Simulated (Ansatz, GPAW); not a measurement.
# A 11-layer slab of Pb(110): work function by functional and basis, part 2 of 3

How far do functional and basis move the work function of a 11-layer slab of Pb(110)?

GPAW 26.7.0 and Ansatz 0.2.0; Ansatz plane waves; slab in vacuum with a dipole correction, relaxation; PAW set soft_1 (the session's first sound run).

So far, upper work function (eV): step 2 (relaxing the atoms) 3.70.

## Step 3: The slab's potential

With the geometry fixed, the planar mean of the potential gives the vacuum level on each side.

This step: GPAW, PAW setups; slab in vacuum (GPAW 26.7.0).

run.py reads:

```python
import json
import numpy as np
from ase import Atoms
from gpaw import GPAW, PW

slab = Atoms(
    ['Pb', 'Pb', 'Pb', 'Pb', 'Pb', 'Pb', 'Pb', 'Pb', 'Pb', 'Pb', 'Pb'],
    positions=[
        [0.00000, 0.00000, 7.00000],
        [2.47500, 1.75009, 8.75009],
        [0.00000, 0.00000, 10.50018],
        [2.47500, 1.75009, 12.25027],
        [0.00000, 0.00000, 14.00036],
        [2.47500, 1.75009, 15.88078],
        [0.00000, 0.00000, 17.68684],
        [2.47500, 1.75009, 19.56823],
        [0.00000, 0.00000, 21.33078],
        [2.47500, 1.75009, 23.19290],
        [0.00000, 0.00000, 24.72617]],
    cell=[[4.95, 0.0, 0.0], [0.0, 3.50018, 0.0], [0.0, 0.0, 31.50089]],
    pbc=[True, True, False])

slab.calc = GPAW(mode=PW(400), xc='PBE', kpts={'size': (7, 9, 1), 'gamma': True},
                 occupations={'name': 'fermi-dirac', 'width': 0.1}, nbands='200%',
                 convergence={'density': 1e-05}, maxiter=200,
                 poissonsolver={'dipolelayer': 'xy'},
                 symmetry={'tolerance': 1e-3}, txt='slab.txt')
result = {}
energy = slab.get_potential_energy()
fermi = slab.calc.get_fermi_level()
v = slab.calc.get_electrostatic_potential().mean((0, 1)) - fermi
n = slab.calc.get_pseudo_density().mean((0, 1))
L = slab.cell[2, 2]
z = np.arange(len(v)) * L / len(v)
low, high = slab.positions[:, 2].min(), slab.positions[:, 2].max()
below, above = np.interp([low - 4.8, high + 4.8], z, v)
slopes = [np.interp(x, z, np.gradient(v, z)) for x in (low - 4.8, high + 4.8)]
eps = np.array([[slab.calc.get_eigenvalues(k, s) for k in range(len(slab.calc.get_ibz_k_points()))]
                for s in range(slab.calc.get_number_of_spins())]) - fermi
top, bottom = eps[eps < 0].max(), eps[eps > 0].min()
dipole = slab.get_dipole_moment()[2]
print(f'energy {energy:.4f} eV, Fermi level {fermi:.4f} eV, dipole {dipole:.5f} e A')
print(f'potential 4.8 A off the faces, from the Fermi level: lower {below:.4f} eV, upper {above:.4f} eV')
print(f'slope of the potential there: lower {slopes[0]:.5f}, upper {slopes[1]:.5f} eV/A')
print(f'nearest levels on the mesh: {top:.4f} and {bottom:.4f} eV')
print('magnetic moment', round(slab.get_magnetic_moment(), 3))
result.update(energy=energy, fermi=fermi, dipole=dipole, below=below, above=above, slopes=slopes, edges=[top, bottom],
              z=z.tolist(), v=v.tolist(), n=n.tolist(), positions=slab.positions.tolist(),
              forces=slab.get_forces(apply_constraint=False).tolist(), moments=slab.get_magnetic_moments().tolist())
json.dump(result, open('result.json', 'w'))
```

Run with:

```console
$ OMP_NUM_THREADS=1 OPENBLAS_NUM_THREADS=1 python run.py
```

The log of the run:

```text
energy -40.2888 eV, Fermi level 3.2175 eV, dipole -0.00281 e A
potential 4.8 A off the faces, from the Fermi level: lower 3.6959 eV, upper 3.7258 eV
slope of the potential there: lower -0.00102, upper 0.00076 eV/A
nearest levels on the mesh: -0.0123 and 0.0234 eV
magnetic moment 0.0
```

It took 59 min on 1 thread of Arm Neoverse N1, shared host; peak memory 0.84 GiB.

This step gave:

* dipole along the normal: -0.002813 e·Å
* levels nearest the Fermi level on the mesh: -0.01226, 0.02342 eV from the Fermi level
* upper work function: 3.726 eV
* lower work function: 3.696 eV

The electrostatic potential energy of an electron (without an applied field's), less the Fermi level, planar mean oscillates, so the rows of the table below give means over windows of 1.82 Å about each position, cut where the curve ends. Its maxima inside the range that stand out by 2 % of the span (Å: eV): 7.9: -3.30, 9.6: -3.31, 11.4: -3.34, 13.2: -3.40, 14.9: -2.26, 16.8: -2.84, 18.6: -2.23, 20.5: -3.19, 22.3: -2.35, 24.0: -5.52. Its minima: 7.0: -12.1, 8.8: -12.4, 10.5: -12.6, 12.2: -12.5, 14.0: -12.4, 15.9: -12.4, 17.7: -12.4, 19.6: -12.4, 21.3: -12.5, 23.3: -12.6, 24.8: -12.4.

Electrostatic potential energy of an electron (without an applied field's), less the Fermi level, planar mean against z; means over each step:

z (Å), electrostatic potential energy of an electron (without an applied field's), less the Fermi level, planar mean (eV) and a bar from the least value:
```
     0.91        3.7 ##############################
     2.73        3.7 ##############################
     4.55        3.5 ##############################
     6.37       -4.0 ##########
     8.19       -7.6 #
    10.01       -7.6 
    11.83       -7.6 
    13.65       -7.5 #
    15.47       -6.9 ##
    17.29       -7.2 ##
    19.11       -6.9 ##
    20.93       -7.4 #
    22.75       -7.1 ##
    24.57       -7.8 
    26.39        2.7 ###########################
    28.21        3.7 ##############################
    30.03        3.7 ##############################
```

The pseudo valence density, planar mean oscillates, so the rows of the table below give means over windows of 1 Å about each position, cut where the curve ends. Its maxima inside the range that stand out by 2 % of the span (Å: e/Å³): 7.1: 0.737, 8.8: 0.762, 10.5: 0.765, 12.2: 0.761, 13.9: 0.745, 15.9: 0.757, 17.8: 0.727, 19.5: 0.745, 21.4: 0.730, 23.1: 0.764, 24.6: 0.744. Its minima: 7.9: 0.260, 9.6: 0.259, 11.4: 0.260, 13.1: 0.261, 15.0: 0.221, 16.7: 0.244, 18.6: 0.218, 20.4: 0.260, 22.3: 0.225, 24.0: 0.336.

Pseudo valence density, planar mean against z; means over each step:

| z (Å) | pseudo valence density, planar mean (e/Å³) |
| --- | --- |
| 2 | 9.8e-6 |
| 3 | 9.0e-5 |
| 4 | 8.6e-4 |
| 5 | 0.00970 |
| 6 | 0.125 |
| 7 | 0.561 |
| 8 | 0.348 |
| 9 | 0.538 |
| 10 | 0.438 |
| 11 | 0.438 |
| 12 | 0.537 |
| 13 | 0.349 |
| 14 | 0.575 |
| 15 | 0.293 |
| 16 | 0.562 |
| 17 | 0.351 |
| 18 | 0.502 |
| 19 | 0.385 |
| 20 | 0.466 |
| 21 | 0.505 |
| 22 | 0.347 |
| 23 | 0.556 |
| 24 | 0.434 |
| 25 | 0.501 |
| 26 | 0.0614 |
| 27 | 0.00494 |
| 28 | 4.5e-4 |
| 29 | 4.2e-5 |

Force by atom:

| atom | x (eV/Å) | y (eV/Å) | z (eV/Å) | size |
| --- | --- | --- | --- | --- |
| Pb1 | 0.000 | 0.000 | 0.300 | 0.300 |
| Pb2 | 0.000 | 0.000 | -0.331 | 0.331 |
| Pb3 | 0.000 | 0.000 | -0.127 | 0.127 |
| Pb4 | 0.000 | 0.000 | 0.017 | 0.017 |
| Pb5 | 0.000 | 0.000 | 0.163 | 0.163 |
| Pb6 | 0.000 | 0.000 | 0.004 | 0.004 |
| Pb7 | 0.000 | 0.000 | 0.007 | 0.007 |
| Pb8 | 0.000 | 0.000 | 0.008 | 0.008 |
| Pb9 | 0.000 | 0.000 | 0.011 | 0.011 |
| Pb10 | 0.000 | 0.000 | 0.009 | 0.009 |
| Pb11 | 0.000 | 0.000 | -0.045 | 0.045 |

The potential is flat to 0.001 eV/Å where it is read, so the vacuum is wide enough. The geometry is the other program's minimum; here the largest force on a free atom is 0.045 eV/Å.

## Step 4: Self-consistent run: xc = "vdW-DF2"

The same geometry under vdW-DF2, to see how far the functional moves the levels against the vacuum (the van der Waals functionals take revPBE setups).

run.py, as its differences from that of step 3:

```diff
@@ -22,3 +22,3 @@
 
-slab.calc = GPAW(mode=PW(400), xc='PBE', kpts={'size': (7, 9, 1), 'gamma': True},
+slab.calc = GPAW(mode=PW(400), xc='vdW-DF2', kpts={'size': (7, 9, 1), 'gamma': True},
                  occupations={'name': 'fermi-dirac', 'width': 0.1}, nbands='200%',
```

The log of the run:

```text
energy -1882.8651 eV, Fermi level 3.1885 eV, dipole -0.00035 e A
potential 4.8 A off the faces, from the Fermi level: lower 4.1330 eV, upper 4.1374 eV
slope of the potential there: lower -0.00298, upper 0.00229 eV/A
nearest levels on the mesh: -0.0078 and 0.0210 eV
magnetic moment 0.0
```

Wall time 1.8 h (1 thread); peak memory 1.1 GiB.

This step gave:

| Item | Value |
| --- | --- |
| dipole along the normal | -3.46e-4 e·Å |
| levels nearest the Fermi level on the mesh | -0.007786, 0.02095 eV from the Fermi level |
| upper work function | 4.137 eV |
| lower work function | 4.133 eV |

The electrostatic potential energy of an electron (without an applied field's), less the Fermi level, planar mean oscillates, so the rows of the table below give means over windows of 1.82 Å about each position, cut where the curve ends. Its maxima inside the range that stand out by 2 % of the span (Å: eV): 7.8: -3.46, 9.6: -3.52, 11.4: -3.55, 13.2: -3.60, 14.9: -2.45, 16.8: -3.03, 18.6: -2.42, 20.5: -3.38, 22.3: -2.57, 24.0: -5.68. Its minima: 7.0: -12.2, 8.8: -12.7, 10.5: -12.8, 12.2: -12.8, 14.0: -12.6, 15.9: -12.6, 17.7: -12.6, 19.6: -12.6, 21.3: -12.7, 23.3: -12.8, 24.8: -12.5.

The electrostatic potential energy of an electron (without an applied field's), less the Fermi level, planar mean by z; means over each step:

z (Å), electrostatic potential energy of an electron (without an applied field's), less the Fermi level, planar mean (eV) and a bar from the least value:
```
     0.91        4.1 ##############################
     2.73        4.1 ##############################
     4.55        3.9 #############################
     6.37       -4.0 ##########
     8.19       -7.8 
    10.01       -7.9 
    11.83       -7.9 
    13.65       -7.7 #
    15.47       -7.1 ##
    17.29       -7.4 #
    19.11       -7.1 ##
    20.93       -7.7 #
    22.75       -7.4 #
    24.57       -7.9 
    26.39        2.9 ###########################
    28.21        4.1 ##############################
    30.03        4.1 ##############################
```

The pseudo valence density, planar mean oscillates, so the rows of the table below give means over windows of 1 Å about each position, cut where the curve ends. Its maxima inside the range that stand out by 2 % of the span (Å: e/Å³): 7.1: 0.737, 8.8: 0.761, 10.5: 0.764, 12.2: 0.760, 13.9: 0.745, 15.9: 0.757, 17.8: 0.727, 19.5: 0.744, 21.4: 0.729, 23.1: 0.763, 24.6: 0.743. Its minima: 7.9: 0.260, 9.6: 0.260, 11.4: 0.261, 13.1: 0.262, 15.0: 0.222, 16.7: 0.245, 18.6: 0.220, 20.4: 0.261, 22.3: 0.226, 24.0: 0.337.

Pseudo valence density, planar mean against z; means over each step:

| z (Å) | pseudo valence density, planar mean (e/Å³) |
| --- | --- |
| 2 | 2.1e-5 |
| 3 | 1.4e-4 |
| 4 | 0.00112 |
| 5 | 0.0106 |
| 6 | 0.125 |
| 7 | 0.560 |
| 8 | 0.348 |
| 9 | 0.537 |
| 10 | 0.438 |
| 11 | 0.438 |
| 12 | 0.537 |
| 13 | 0.349 |
| 14 | 0.574 |
| 15 | 0.294 |
| 16 | 0.562 |
| 17 | 0.351 |
| 18 | 0.502 |
| 19 | 0.385 |
| 20 | 0.466 |
| 21 | 0.505 |
| 22 | 0.347 |
| 23 | 0.555 |
| 24 | 0.434 |
| 25 | 0.500 |
| 26 | 0.0620 |
| 27 | 0.00565 |
| 28 | 6.1e-4 |
| 29 | 6.9e-5 |

Force by atom:

| atom | x (eV/Å) | y (eV/Å) | z (eV/Å) | size |
| --- | --- | --- | --- | --- |
| Pb1 | 0.000 | 0.000 | -0.230 | 0.230 |
| Pb2 | 0.000 | 0.000 | -0.499 | 0.499 |
| Pb3 | 0.000 | 0.000 | -0.117 | 0.117 |
| Pb4 | 0.000 | 0.000 | 0.053 | 0.053 |
| Pb5 | 0.000 | 0.000 | 0.236 | 0.236 |
| Pb6 | 0.000 | 0.000 | 0.004 | 0.004 |
| Pb7 | 0.000 | 0.000 | -0.017 | 0.017 |
| Pb8 | 0.000 | 0.000 | -0.012 | 0.012 |
| Pb9 | 0.000 | 0.000 | -0.031 | 0.031 |
| Pb10 | 0.000 | 0.000 | 0.089 | 0.089 |
| Pb11 | 0.000 | 0.000 | 0.531 | 0.531 |

The upper face's work function is 4.137 eV, against 3.726 eV in the first plane-wave PBE run at this geometry.

## Step 5: Self-consistent run: xc = "RPBE"

The same geometry under RPBE, to see how far the functional moves the levels against the vacuum.

run.py, as its differences from that of step 4:

```diff
@@ -22,3 +22,3 @@
 
-slab.calc = GPAW(mode=PW(400), xc='vdW-DF2', kpts={'size': (7, 9, 1), 'gamma': True},
+slab.calc = GPAW(mode=PW(400), xc='RPBE', kpts={'size': (7, 9, 1), 'gamma': True},
                  occupations={'name': 'fermi-dirac', 'width': 0.1}, nbands='200%',
```

The log of the run:

```text
energy -36.1873 eV, Fermi level 3.3506 eV, dipole -0.00264 e A
potential 4.8 A off the faces, from the Fermi level: lower 3.5590 eV, upper 3.5871 eV
slope of the potential there: lower -0.00122, upper 0.00092 eV/A
nearest levels on the mesh: -0.0145 and 0.0220 eV
magnetic moment 0.0
```

The job ended after 57 min (1 thread; peak memory 0.84 GiB).

Numbers from this step:

```
dipole along the normal                    : -0.002640 e·Å
levels nearest the Fermi level on the mesh : -0.01445, 0.02199 eV from the Fermi level
upper work function                        : 3.587 eV
lower work function                        : 3.559 eV
```

The electrostatic potential energy of an electron (without an applied field's), less the Fermi level, planar mean oscillates, so the rows of the table below give means over windows of 1.82 Å about each position, cut where the curve ends. Its maxima inside the range that stand out by 2 % of the span (Å: eV): 7.9: -3.43, 9.6: -3.44, 11.4: -3.48, 13.2: -3.53, 14.9: -2.40, 16.8: -2.98, 18.6: -2.37, 20.5: -3.33, 22.3: -2.48, 24.0: -5.65. Its minima: 7.0: -12.3, 8.8: -12.5, 10.5: -12.7, 12.2: -12.7, 14.0: -12.5, 15.9: -12.5, 17.7: -12.5, 19.6: -12.5, 21.3: -12.6, 23.3: -12.7, 24.8: -12.6.

The electrostatic potential energy of an electron (without an applied field's), less the Fermi level, planar mean by z; means over each step:

| z (Å) | electrostatic potential energy of an electron (without an applied field's), less the Fermi level, planar mean (eV) |
| --- | --- |
| 0.91 | 3.56 |
| 2.73 | 3.56 |
| 4.55 | 3.39 |
| 6.37 | -4.17 |
| 8.19 | -7.72 |
| 10.01 | -7.77 |
| 11.83 | -7.75 |
| 13.65 | -7.62 |
| 15.47 | -7.06 |
| 17.29 | -7.35 |
| 19.11 | -7.06 |
| 20.93 | -7.58 |
| 22.75 | -7.27 |
| 24.57 | -7.94 |
| 26.39 | 2.52 |
| 28.21 | 3.57 |
| 30.03 | 3.59 |

The upper face's work function is 3.587 eV, against 3.726 eV in the first plane-wave PBE run at this geometry.

## Step 6: OptPBE vdW: xc = "optPBE-vdW"

The same geometry under optPBE-vdW, to see how far the functional moves the levels against the vacuum (the van der Waals functionals take revPBE setups).

run.py, as its differences from that of step 5:

```diff
@@ -22,3 +22,3 @@
 
-slab.calc = GPAW(mode=PW(400), xc='RPBE', kpts={'size': (7, 9, 1), 'gamma': True},
+slab.calc = GPAW(mode=PW(400), xc='optPBE-vdW', kpts={'size': (7, 9, 1), 'gamma': True},
                  occupations={'name': 'fermi-dirac', 'width': 0.1}, nbands='200%',
```

The log of the run:

```text
energy -209.3414 eV, Fermi level 3.1543 eV, dipole -0.00184 e A
potential 4.8 A off the faces, from the Fermi level: lower 3.9217 eV, upper 3.9414 eV
slope of the potential there: lower -0.00167, upper 0.00129 eV/A
nearest levels on the mesh: -0.0120 and 0.0319 eV
magnetic moment 0.0
```

Run time: 55 min. Hardware: 1 thread; peak memory 1.1 GiB.

This step gave:

```
dipole along the normal                    : -0.001842 e·Å
levels nearest the Fermi level on the mesh : -0.01198, 0.03190 eV from the Fermi level
upper work function                        : 3.941 eV
lower work function                        : 3.922 eV
```

The electrostatic potential energy of an electron (without an applied field's), less the Fermi level, planar mean oscillates, so the rows of the table below give means over windows of 1.82 Å about each position, cut where the curve ends. Its maxima inside the range that stand out by 2 % of the span (Å: eV): 7.9: -3.33, 9.6: -3.34, 11.4: -3.37, 13.2: -3.42, 14.9: -2.29, 16.8: -2.86, 18.6: -2.25, 20.5: -3.21, 22.3: -2.39, 24.0: -5.54. Its minima: 7.0: -12.1, 8.8: -12.4, 10.5: -12.6, 12.2: -12.6, 14.0: -12.4, 15.9: -12.4, 17.7: -12.4, 19.6: -12.4, 21.3: -12.5, 23.3: -12.6, 24.8: -12.4.

The electrostatic potential energy of an electron (without an applied field's), less the Fermi level, planar mean by z; means over each step:

| z (Å) | electrostatic potential energy of an electron (without an applied field's), less the Fermi level, planar mean (eV) |
| --- | --- |
| 0.91 | 3.92 |
| 2.73 | 3.92 |
| 4.55 | 3.73 |
| 6.37 | -3.98 |
| 8.19 | -7.62 |
| 10.01 | -7.67 |
| 11.83 | -7.65 |
| 13.65 | -7.51 |
| 15.47 | -6.95 |
| 17.29 | -7.24 |
| 19.11 | -6.95 |
| 20.93 | -7.47 |
| 22.75 | -7.18 |
| 24.57 | -7.81 |
| 26.39 | 2.79 |
| 28.21 | 3.92 |
| 30.03 | 3.94 |

The upper face's work function is 3.941 eV, against 3.726 eV in the first plane-wave PBE run at this geometry.

## Step 7: Self-consistent run: xc = "LDA"

The same geometry under LDA, to see how far the functional moves the levels against the vacuum.

run.py, as its differences from that of step 6:

```diff
@@ -22,3 +22,3 @@
 
-slab.calc = GPAW(mode=PW(400), xc='optPBE-vdW', kpts={'size': (7, 9, 1), 'gamma': True},
+slab.calc = GPAW(mode=PW(400), xc='LDA', kpts={'size': (7, 9, 1), 'gamma': True},
                  occupations={'name': 'fermi-dirac', 'width': 0.1}, nbands='200%',
```

The log of the run:

```text
energy -47.4051 eV, Fermi level 2.8727 eV, dipole -0.00296 e A
potential 4.8 A off the faces, from the Fermi level: lower 3.9962 eV, upper 4.0275 eV
slope of the potential there: lower -0.00080, upper 0.00058 eV/A
nearest levels on the mesh: -0.0070 and 0.0205 eV
magnetic moment 0.0
```

It took 58 min on 1 thread; peak memory 0.85 GiB.

Numbers from this step:

| Quantity | Value |
| --- | --- |
| dipole along the normal | -0.002958 e·Å |
| levels nearest the Fermi level on the mesh | -0.006977, 0.02049 eV from the Fermi level |
| upper work function | 4.028 eV |
| lower work function | 3.996 eV |

The electrostatic potential energy of an electron (without an applied field's), less the Fermi level, planar mean oscillates, so the rows of the table below give means over windows of 1.82 Å about each position, cut where the curve ends. Its maxima inside the range that stand out by 2 % of the span (Å: eV): 7.9: -2.91, 9.6: -2.91, 11.4: -2.95, 13.2: -3.00, 14.9: -1.87, 16.8: -2.45, 18.6: -1.84, 20.5: -2.80, 22.3: -1.96, 24.0: -5.13. Its minima: 7.0: -11.8, 8.8: -12.1, 10.5: -12.2, 12.2: -12.2, 14.0: -12.1, 15.9: -12.0, 17.7: -12.1, 19.6: -12.1, 21.3: -12.1, 23.3: -12.2, 24.8: -12.1.

Table of electrostatic potential energy of an electron (without an applied field's), less the Fermi level, planar mean by z; means over each step:

z (Å), electrostatic potential energy of an electron (without an applied field's), less the Fermi level, planar mean (eV) and a bar from the least value:
```
     0.91        4.0 ##############################
     2.73        4.0 ##############################
     4.55        3.8 ##############################
     6.37       -3.7 ##########
     8.19       -7.2 #
    10.01       -7.3 
    11.83       -7.3 #
    13.65       -7.1 #
    15.47       -6.6 ##
    17.29       -6.8 ##
    19.11       -6.6 ##
    20.93       -7.1 #
    22.75       -6.8 ##
    24.57       -7.5 
    26.39        3.0 ###########################
    28.21        4.0 ##############################
    30.03        4.0 ##############################
```

The upper face's work function is 4.028 eV, against 3.726 eV in the first plane-wave PBE run at this geometry.

## Step 8: Self-consistent run: xc = "revPBE"

The same geometry under revPBE, to see how far the functional moves the levels against the vacuum.

run.py, as its differences from that of step 7:

```diff
@@ -22,3 +22,3 @@
 
-slab.calc = GPAW(mode=PW(400), xc='LDA', kpts={'size': (7, 9, 1), 'gamma': True},
+slab.calc = GPAW(mode=PW(400), xc='revPBE', kpts={'size': (7, 9, 1), 'gamma': True},
                  occupations={'name': 'fermi-dirac', 'width': 0.1}, nbands='200%',
```

The log of the run:

```text
energy -36.9022 eV, Fermi level 3.3235 eV, dipole -0.00270 e A
potential 4.8 A off the faces, from the Fermi level: lower 3.5678 eV, upper 3.5965 eV
slope of the potential there: lower -0.00115, upper 0.00087 eV/A
nearest levels on the mesh: -0.0144 and 0.0220 eV
magnetic moment 0.0
```

The job ended after 61 min (1 thread; peak memory 0.84 GiB).

This step gave:

| Property | Result |
| --- | --- |
| dipole along the normal | -0.002695 e·Å |
| levels nearest the Fermi level on the mesh | -0.01437, 0.02198 eV from the Fermi level |
| upper work function | 3.597 eV |
| lower work function | 3.568 eV |

The upper face's work function is 3.597 eV, against 3.726 eV in the first plane-wave PBE run at this geometry.

(Part 2 of 3 ends here.)

[Logs are printed without paths, hosts, clocks, repeated set-up lines and the standing remarks that a program may print on its own settings, such as how far it seeks lower states.]

[Hosts, paths, dates, database ids (printed as entryN), source tags and the programs' standing remarks are cut or masked in the printed files.]
